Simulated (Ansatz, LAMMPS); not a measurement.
# Static equation of state of amorphous Zn13Cd21Se12S22 (68 atoms)

Density of this cell: 4.13 g/cm³. The cell holds 68 atoms: 13 Zn, 21 Cd, 12 Se and 22 S. Cell: a = 13.194 Å, b = 11.866 Å, c = 12.502 Å, α = 89.4°, β = 89.3°, γ = 89.8°. The starting structure: 68 atoms (13 Zn, 21 Cd, 12 Se, 22 S) placed at random at 4.7 g/cm³, melted at 2500 K for 10 ps at fixed volume with the Stillinger-Weber II-VI potential (Zhou et al., Phys. Rev. B 88, 085309 (2013)). Quenched from 2500 K to 300 K at 100 K/ps and fixed volume, annealed at 700 K for 50 ps, held 5 ps.

Calculated with Ansatz 0.2.0: Kohn-Sham DFT, RPBE, PAW (set soft_1), plane waves; cutoff 420 eV, Γ point, gaussian smearing of 0.05 eV. Cell and atoms were relaxed first, to V0 = 28.781 Å³ an atom at a residual P0 = 0.015 GPa. The cell was then scaled evenly, and the atoms were relaxed at each volume.

```
volume (Å³/atom)  pressure (GPa)
          27.054           1.232
          27.917               ?
          29.644         -0.1819
          30.507         -0.3765
```

Task: Fit the third-order Birch–Murnaghan equation to the rows given and interpolate to the withheld row.

Worked fit:

Take the Eulerian strain f = ½[(V0/V)^(2/3) − 1] and the normalised pressure F = (P − P0) / [3f(1 + 2f)^(5/2)]. The third-order Birch–Murnaghan equation is then the line F = B0 + (3/2)B0(B′ − 4) f, so u = f and v = F.

| u = f | v = F (GPa) |
| --- | --- |
| 0.0210566 | 17.3819 |
| -0.00975650 | 7.07476 |
| -0.0190504 | 7.55188 |

With n = 3: mean u = -0.00258344, mean v = 10.6695, Σ(u − ū)² = 8.815e-4, Σ(u − ū)(v − v̄) = 0.23580. Slope b = 0.23580 / 8.815e-4 = 267.51; intercept a = v̄ − b ū = 11.361.

So B0 = a = 11.4 GPa and B′ = 4 + 2b/(3a) = 19.7. At the withheld volume f = 0.01026, F = a + b f = 14.10 GPa, and P = P0 + 3f(1 + 2f)^(5/2) F.

Prediction at 27.917: 0.4718 GPa. The run gave 0.7248 GPa, so the fit is low by 0.25 GPa (35 % of the value).

The series isn't one smooth equation of state: even a line fitted to all rows, the withheld one included, misses F by up to 40.3 %, the count of bonds changes along the series, an atom moves over 0.5 Å in some relaxation and a scaled cell ends below the relaxed one in energy. B0 and B′ are then only the numbers of this fit, not moduli of the material. Among the rows given, the largest miss of the fit is at 30.507, by 0.067 GPa (4.2 % of the range of the table).

Limits: Static cells at zero temperature; the cell shape is held. The program notes that the SCF threshold of these relaxations is loose for the stress. The quench rate of 100 K/ps is many orders above laboratory rates, so the cell is likely richer in defects and strain than a real sample. The network of bonds at the start is that of the classical potential that made the cell, and needn't be the one that DFT or experiment would give. Only the Γ point is sampled, in a cell whose shortest periodic width is 12 Å.

[Logs are printed without paths, hosts, clocks, repeated set-up lines and the standing remarks that a program may print on its own settings, such as how far it seeks lower states.]

[Hosts, paths, dates, database ids (printed as entryN), source tags and the programs' standing remarks are cut or masked in the printed files.]
